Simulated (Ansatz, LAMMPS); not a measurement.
# Glassy 64SiO2-18MgO-9Li2O-9K2O (mol %) (155 atoms) under strain, part 3 of 3

How stiff is glassy 64SiO2-18MgO-9Li2O-9K2O (mol %) (155 atoms), and how do its levels respond to strain?

Ansatz 0.2.0; Kohn-Sham DFT, PBE, PAW (set soft_2), plane waves.

The cell: 35 Si, 10 Mg, 10 Li, 10 K and 90 O. The quench rate of 50 K/ps is many orders above laboratory rates. The starting topology of bonds comes from the classical model. Only the Γ point is sampled.

So far. Step 9 (Volume -10 %): The relaxation converged after 31 steps, 7.88 eV below its start, with a largest force component of 0.045 eV/Å. Step 9 (Volume -10 %): Volume -10 %: the energy stands 2.84 eV above that of the reference, at a pressure of 4.72 GPa.

### Step 10. Stretched by 1 % along x

The relaxed cell is strained along x alone, which gives the stiffness along x and its coupling to y and z.

File input.yaml:

```yaml
crystal:
  lattice:
    - [12.58355, -0.01188, 0.00321]
    - [-0.012, 12.96237, -0.0541]
    - [0.00324, -0.0541, 12.94694]
  atoms:
    [... the 155 atom lines of step 4 ...]
kpoints:
  mp_grid: { grid: [1, 1, 1] }
hamiltonian:
  xc: pbe
scf:
  occupations: { method: fixed }
output:
  forces: true
  eigenvalues: true
  stress: true
relax:
  f_tol: 0.05
  max_steps: 70
```

The run is started by

```console
> ansatz run input.yaml --threads 4 --pin off --max-ram 8192MiB --backend cpu --events-out ev --progress --plain --runs-dir out
```

Numbers of over 12 decimals in the logs are rounded to 6 here.

The program printed:

```text
[...]
Crystal: 155 atoms, lattice volume = 2111.771 Å³
Basis set: ecut = 420 eV, 41291 PW (Γ), exchange–correlation on 180×180×180 points (8 copies of the dense FFT grid, shifted against one another)
Bands: 605, of which v1, the nominal top of the filled ones, is band 450 counted from 1 (449 counted from 0)
Symmetry: 1 space group operations
[...]
k-points: 1
[...]
SCF iter   1: F=—  HF=-110162.634225 eV  |F-HF|=—  |Δ(HF+E_count)|=         —  Δρ=1.73e-3  dr2=1.13e-1  ethr=1.77e-3  ⟨swp⟩=5.0  Hψ=2134  notcnv=0  defer=153
[...]
SCF iter   6: F=-110162.628361 eV  HF=-110162.628375 eV  |F-HF|=1.38e-5  |Δ(HF+E_count)|=   4.08e-6  Δρ=4.46e-5  dr2=3.98e-5  ethr=6.94e-9  ⟨swp⟩=16.0  Hψ=3979  notcnv=0
SCF 1 converged in 6 iterations: F = -110162.628361 eV  dr2 = 3.98e-5
[...]
relax step   1: F+E_penalty+E_count = -110162.62836099 eV  Δ(F+E_penalty+E_count) = +0.000e0 eV  max|allowed force component| = 4.170e-1 eV/Å  Δτ_max = 0.0000 Å  (6 SCF iters, dr2 threshold 6.25e-5 eV, accepted)
[...]
relax step   2: F+E_penalty+E_count = -110162.69003009 eV  Δ(F+E_penalty+E_count) = -6.167e-2 eV  max|allowed force component| = 2.393e-1 eV/Å  Δτ_max = 0.0469 Å  (6 SCF iters, dr2 threshold 1.09e-5 eV, accepted)
[...]
relax step   3: F+E_penalty+E_count = -110162.72182892 eV  Δ(F+E_penalty+E_count) = -3.180e-2 eV  max|allowed force component| = 9.570e-2 eV/Å  Δτ_max = 0.0569 Å  (7 SCF iters, dr2 threshold 3.58e-6 eV, accepted)
relax step   4: F+E_penalty+E_count = -110162.73095140 eV  Δ(F+E_penalty+E_count) = -9.122e-3 eV  max|allowed force component| = 7.757e-2 eV/Å  Δτ_max = 0.0631 Å  (8 SCF iters, accepted)
relax step   5: F+E_penalty+E_count = -110162.71868810 eV  Δ(F+E_penalty+E_count) = +1.226e-2 eV  max|allowed force component| = 1.703e-1 eV/Å  Δτ_max = 0.2000 Å  (9 SCF iters, rejected (line search))
relax step   6: F+E_penalty+E_count = -110162.74929121 eV  Δ(F+E_penalty+E_count) = -1.834e-2 eV  max|allowed force component| = 6.622e-2 eV/Å  Δτ_max = 0.0979 Å  (9 SCF iters, accepted)
relax step   7: F+E_penalty+E_count = -110162.76095536 eV  Δ(F+E_penalty+E_count) = -1.166e-2 eV  max|allowed force component| = 8.284e-2 eV/Å  Δτ_max = 0.1000 Å  (7 SCF iters, dr2 threshold 2.88e-6 eV, accepted)
relax step   8: F+E_penalty+E_count = -110162.78234722 eV  Δ(F+E_penalty+E_count) = -2.139e-2 eV  max|allowed force component| = 1.240e-1 eV/Å  Δτ_max = 0.1494 Å  (7 SCF iters, dr2 threshold 5.00e-6 eV, accepted)
relax step   9: F+E_penalty+E_count = -110162.81287999 eV  Δ(F+E_penalty+E_count) = -3.053e-2 eV  max|allowed force component| = 1.278e-1 eV/Å  Δτ_max = 0.1950 Å  (6 SCF iters, dr2 threshold 1.54e-5 eV, accepted)
relax step  10: F+E_penalty+E_count = -110162.84289377 eV  Δ(F+E_penalty+E_count) = -3.001e-2 eV  max|allowed force component| = 1.757e-1 eV/Å  Δτ_max = 0.1951 Å  (7 SCF iters, dr2 threshold 1.63e-5 eV, accepted)
relax step  11: F+E_penalty+E_count = -110162.86827640 eV  Δ(F+E_penalty+E_count) = -2.538e-2 eV  max|allowed force component| = 2.969e-1 eV/Å  Δτ_max = 0.1953 Å  (7 SCF iters, dr2 threshold 3.09e-5 eV, accepted)
relax step  12: F+E_penalty+E_count = -110162.87651194 eV  Δ(F+E_penalty+E_count) = -8.236e-3 eV  max|allowed force component| = 2.676e-1 eV/Å  Δτ_max = 0.1832 Å  (6 SCF iters, dr2 threshold 8.82e-5 eV, accepted)
relax step  13: F+E_penalty+E_count = -110162.91183112 eV  Δ(F+E_penalty+E_count) = -3.532e-2 eV  max|allowed force component| = 1.842e-1 eV/Å  Δτ_max = 0.0962 Å  (5 SCF iters, dr2 threshold 5.81e-5 eV, accepted)
relax step  14: F+E_penalty+E_count = -110162.91774651 eV  Δ(F+E_penalty+E_count) = -5.915e-3 eV  max|allowed force component| = 1.961e-1 eV/Å  Δτ_max = 0.0549 Å  (6 SCF iters, dr2 threshold 1.61e-5 eV, accepted)
relax step  15: F+E_penalty+E_count = -110162.85025528 eV  Δ(F+E_penalty+E_count) = +6.749e-2 eV  max|allowed force component| = 3.066e-1 eV/Å  Δτ_max = 0.2000 Å  (7 SCF iters, dr2 threshold 1.82e-5 eV, rejected (line search))
relax step  16: F+E_penalty+E_count = -110162.93557356 eV  Δ(F+E_penalty+E_count) = -1.783e-2 eV  max|allowed force component| = 5.446e-2 eV/Å  Δτ_max = 0.0730 Å  (9 SCF iters, accepted)
[...]
relax step  17: F+E_penalty+E_count = -110162.93698588 eV  Δ(F+E_penalty+E_count) = -1.412e-3 eV  max|allowed force component| = 3.452e-2 eV/Å  Δτ_max = 0.0094 Å  (7 SCF iters, accepted)
SCF converged after 7 iterations
Free energy (F): -110162.936986 eV
[...]
Internal energy: -110162.936986 eV  (E = F + TS)
E sigma→0 (E₀):  -110162.936986 eV
Fermi energy:    3.617196 eV
[...]
--- Forces (eV/Å), atoms counted from 1 ---
  atom   1  Si    -0.00099619     0.00254886    -0.00688258
  atom   2  Si    -0.00408507    -0.00571281    -0.00111446
  atom   3  Si     0.01287737    -0.00486652     0.00895210
  atom   4  Si     0.00504007     0.00193742     0.00795730
  atom   5  Si     0.00358086     0.01254641     0.00021542
  atom   6  Si     0.00788110    -0.00858887    -0.00638459
  atom   7  Si     0.00903900    -0.00448720    -0.00918187
  atom   8  Si     0.01339506    -0.00029203    -0.00699550
  atom   9  Si     0.00416541    -0.00572937    -0.00807786
  atom  10  Si     0.00010318    -0.00566077     0.00174328
  atom  11  Si    -0.01040213    -0.00161618     0.00941890
  atom  12  Si     0.00550561    -0.00304810    -0.00224107
  atom  13  Si    -0.00684162    -0.00755916    -0.00302467
  atom  14  Si     0.00124796     0.00897112     0.00561925
[...]
atom 154  O      0.00206702     0.00472805    -0.00648556
  atom 155  O     -0.00461501     0.00845118     0.00147977
  max |Σ_I F_I| component: 8.27e-5 eV/Å
--- Stress (GPa, compression-positive) ---
       -0.458389       0.075675       0.075861
        0.075675      -0.373012       0.077330
        0.075860       0.077330      -0.215455
  P = ⅓ Tr σ = -0.3490 GPa (-3.490 kbar)
--- Band table (eV) ---
[...]
--- Relaxed structure (17 steps of the walk, 15 accepted, 0 SCFs on fresh bases) ---
  F+E_penalty+E_count = -110162.93698588 eV   max|allowed force component| = 3.452e-2 eV/Å
  atoms:
    - { symbol: Si, position: [0.622886, 0.803121, 0.785984] }
    - { symbol: Si, position: [0.579847, 0.202112, 0.291419] }
    - { symbol: Si, position: [0.052284, 0.815631, 0.171879] }
    - { symbol: Si, position: [0.887658, 0.262011, 0.449165] }
[...]
- { symbol: O, position: [0.802524, 0.297289, 0.541323] }
```

It took 4 min on 4 threads of AMD EPYC 9R45, shared host; peak memory 3.5 GiB; 15 min of CPU time.

The relaxation converged after 17 steps, 0.309 eV below its start, with a largest force component of 0.035 eV/Å.

Stretched by 1 % along x: the energy stands 0.157 eV below that of the reference, at a pressure of -0.349 GPa.

### Step 11. Compressed by 1 % along x

The relaxed cell is strained along x alone, which gives the stiffness along x and its coupling to y and z.

input.yaml, the sections that differ from step 10:

```yaml
crystal:
  lattice:
    - [12.33437, -0.01188, 0.00321]
    - [-0.01176, 12.96237, -0.0541]
    - [0.00318, -0.0541, 12.94694]
  atoms:
    [... the 155 atom lines of step 4 ...]
# kpoints, hamiltonian, scf, output, relax: as in step 10
```

The program printed:

```text
[...]
Crystal: 155 atoms, lattice volume = 2069.953 Å³
Basis set: ecut = 420 eV, 40507 PW (Γ), exchange–correlation on 180×180×180 points (8 copies of the dense FFT grid, shifted against one another)
Bands: 605, of which v1, the nominal top of the filled ones, is band 450 counted from 1 (449 counted from 0)
Symmetry: 1 space group operations
[...]
k-points: 1
[...]
SCF iter   1: F=—  HF=-110162.628928 eV  |F-HF|=—  |Δ(HF+E_count)|=         —  Δρ=1.76e-3  dr2=1.10e-1  ethr=1.77e-3  ⟨swp⟩=5.0  Hψ=2135  notcnv=0  defer=153
[...]
SCF iter   6: F=-110162.626948 eV  HF=-110162.626963 eV  |F-HF|=1.50e-5  |Δ(HF+E_count)|=   2.62e-6  Δρ=4.54e-5  dr2=3.98e-5  ethr=6.94e-9  ⟨swp⟩=17.0  Hψ=4039  notcnv=0
SCF 1 converged in 6 iterations: F = -110162.626948 eV  dr2 = 3.98e-5
[...]
relax step   1: F+E_penalty+E_count = -110162.62694799 eV  Δ(F+E_penalty+E_count) = +0.000e0 eV  max|allowed force component| = 4.437e-1 eV/Å  Δτ_max = 0.0000 Å  (6 SCF iters, dr2 threshold 6.25e-5 eV, accepted)
[...]
relax step   2: F+E_penalty+E_count = -110162.69313183 eV  Δ(F+E_penalty+E_count) = -6.618e-2 eV  max|allowed force component| = 2.471e-1 eV/Å  Δτ_max = 0.0425 Å  (6 SCF iters, dr2 threshold 1.23e-5 eV, accepted)
[...]
relax step   3: F+E_penalty+E_count = -110162.72726300 eV  Δ(F+E_penalty+E_count) = -3.413e-2 eV  max|allowed force component| = 9.839e-2 eV/Å  Δτ_max = 0.0417 Å  (7 SCF iters, dr2 threshold 3.82e-6 eV, accepted)
relax step   4: F+E_penalty+E_count = -110162.73514047 eV  Δ(F+E_penalty+E_count) = -7.877e-3 eV  max|allowed force component| = 6.763e-2 eV/Å  Δτ_max = 0.0425 Å  (8 SCF iters, accepted)
relax step   5: F+E_penalty+E_count = -110162.73256482 eV  Δ(F+E_penalty+E_count) = +2.576e-3 eV  max|allowed force component| = 1.108e-1 eV/Å  Δτ_max = 0.0481 Å  (9 SCF iters, rejected (line search))
[...]
relax step   6: F+E_penalty+E_count = -110162.74259822 eV  Δ(F+E_penalty+E_count) = -7.458e-3 eV  max|allowed force component| = 3.041e-2 eV/Å  Δτ_max = 0.0238 Å  (8 SCF iters, accepted)
SCF converged after 8 iterations
Free energy (F): -110162.742598 eV
[...]
Internal energy: -110162.742598 eV  (E = F + TS)
E sigma→0 (E₀):  -110162.742598 eV
Fermi energy:    3.766141 eV
[...]
--- Forces (eV/Å), atoms counted from 1 ---
  atom   1  Si    -0.00357350     0.01238819    -0.00231027
  atom   2  Si     0.00154474     0.00368101    -0.00613335
  atom   3  Si    -0.00882260    -0.00338563    -0.01994870
  atom   4  Si    -0.01219740     0.00940898    -0.02051298
  atom   5  Si    -0.01206860     0.01669037     0.02850159
  atom   6  Si    -0.00018981    -0.00719787     0.00354202
  atom   7  Si     0.00710304     0.00619165    -0.00660170
  atom   8  Si     0.00915544    -0.00743454     0.00660625
  atom   9  Si    -0.01449140    -0.00873015     0.00674970
  atom  10  Si     0.00178418    -0.00889230    -0.00198639
  atom  11  Si    -0.00457265    -0.00424212    -0.00753434
  atom  12  Si     0.00155584    -0.02011914     0.00951755
  atom  13  Si    -0.00127953     0.01093296     0.00081812
  atom  14  Si    -0.00277192     0.00859881    -0.00582246
[...]
atom 154  O      0.00699034    -0.00091146     0.01130951
  atom 155  O      0.00345899    -0.00280250     0.00417614
  max |Σ_I F_I| component: 3.36e-5 eV/Å
--- Stress (GPa, compression-positive) ---
        0.908759       0.028553       0.088864
        0.028551       0.368230       0.010162
        0.088864       0.010161       0.337844
  P = ⅓ Tr σ = 0.5383 GPa (5.383 kbar)
--- Band table (eV) ---
[...]
--- Relaxed structure (6 steps of the walk, 5 accepted, 0 SCFs on fresh bases) ---
  F+E_penalty+E_count = -110162.74259822 eV   max|allowed force component| = 3.041e-2 eV/Å
  atoms:
    - { symbol: Si, position: [0.625942, 0.803857, 0.784546] }
    - { symbol: Si, position: [0.577731, 0.202838, 0.291921] }
    - { symbol: Si, position: [0.061379, 0.817788, 0.170890] }
    - { symbol: Si, position: [0.885902, 0.264264, 0.446674] }
[...]
- { symbol: O, position: [0.799991, 0.298683, 0.540008] }
```

It took 82 s on 4 threads; peak memory 3.5 GiB.

The relaxation converged after 6 steps, 0.116 eV below its start, with a largest force component of 0.030 eV/Å.

Compressed by 1 % along x: the energy stands 0.0377 eV above that of the reference, at a pressure of 0.538 GPa.

### Step 12. Pressure against volume

Atoms are relaxed at each volume, in the scaled cell.

```
volume change (%)  volume (Å³/atom)  energy change (meV/atom)  pressure (GPa)  largest move on relaxing (Å)  bonds  gap (eV)
              -10            12.140                     18.30            4.72                          1.11    293                4.02
               -6            12.680                      7.46            3.00                          0.67    282                4.01
               -3            13.085                      1.83            1.57                          0.13    275                3.92
               +0            13.489                      0.00            0.03                             -    266                3.79
               +3            13.894                      0.45           -1.21                          0.92    267                3.62
               +6            14.299                      4.64           -1.96                          0.89    260                3.48
```

### Step 13. Uniaxial strain and shear

Stress (GPa, compression positive) less that of the relaxed cell, atoms relaxed:

```
                   strain      xx      yy      zz     xy  energy change (meV/atom)
 stretched by 1 % along x  -0.468  -0.418  -0.259  0.074                     -1.01
compressed by 1 % along x   0.900   0.323   0.295  0.027                      0.24
```

### Step 14. Findings

The bulk modulus, from the slope of pressure against ln V over the three points nearest the relaxed volume, is 46.4 GPa; between neighbouring points the slope runs 39, 46, 51, 42 and 26 GPa from the smallest volume up, without a steady fall, so no pressure derivative is given. The count of bonds runs from 260 to 293 over the series, so at some points contacts cross the cutoffs. At -10 %, -6 %, +3 % and +6 % some atom moved by over 0.5 Å on relaxing, so those points may sit in another local minimum. The curvature of the energy over the same three points gives 30.0 GPa instead, so stress and energy disagree and the modulus is uncertain by that much. The gap goes from 4.02 eV at the smallest volume to 3.48 eV at the largest, -3.4 eV per unit of ln V by a straight line, on the run's k-points. Stretch and compression disagree (xx stress changes of -0.47 and 0.90 GPa), so C11 is only a mean of unlike responses. The cell stretched by 1 % along x ends below the relaxed cell in energy, so the reference wasn't the lowest nearby minimum and the moduli are doubtful. In the Cartesian axes of the cell, finite differences give C11 = 68.4, C12 = 37.1 and C13 = 27.7 GPa.

Caveats: Strains are finite and relaxations stop at the force tolerance of the input, which can leave moduli too stiff; they are those of a static cell at zero temperature. Volumes are changed with the cell's shape held, so in an anisotropic solid the modulus lies over the one under free hydrostatic load. The program notes that the SCF threshold of the relaxations is loose for the stress.

The DFT runs together took 32 min of wall time.

[Logs are printed without paths, hosts, clocks, repeated set-up lines and the standing remarks that a program may print on its own settings, such as how far it seeks lower states.]

[Hosts, paths, dates, database ids (printed as entryN), source tags and the programs' standing remarks are cut or masked in the printed files.]
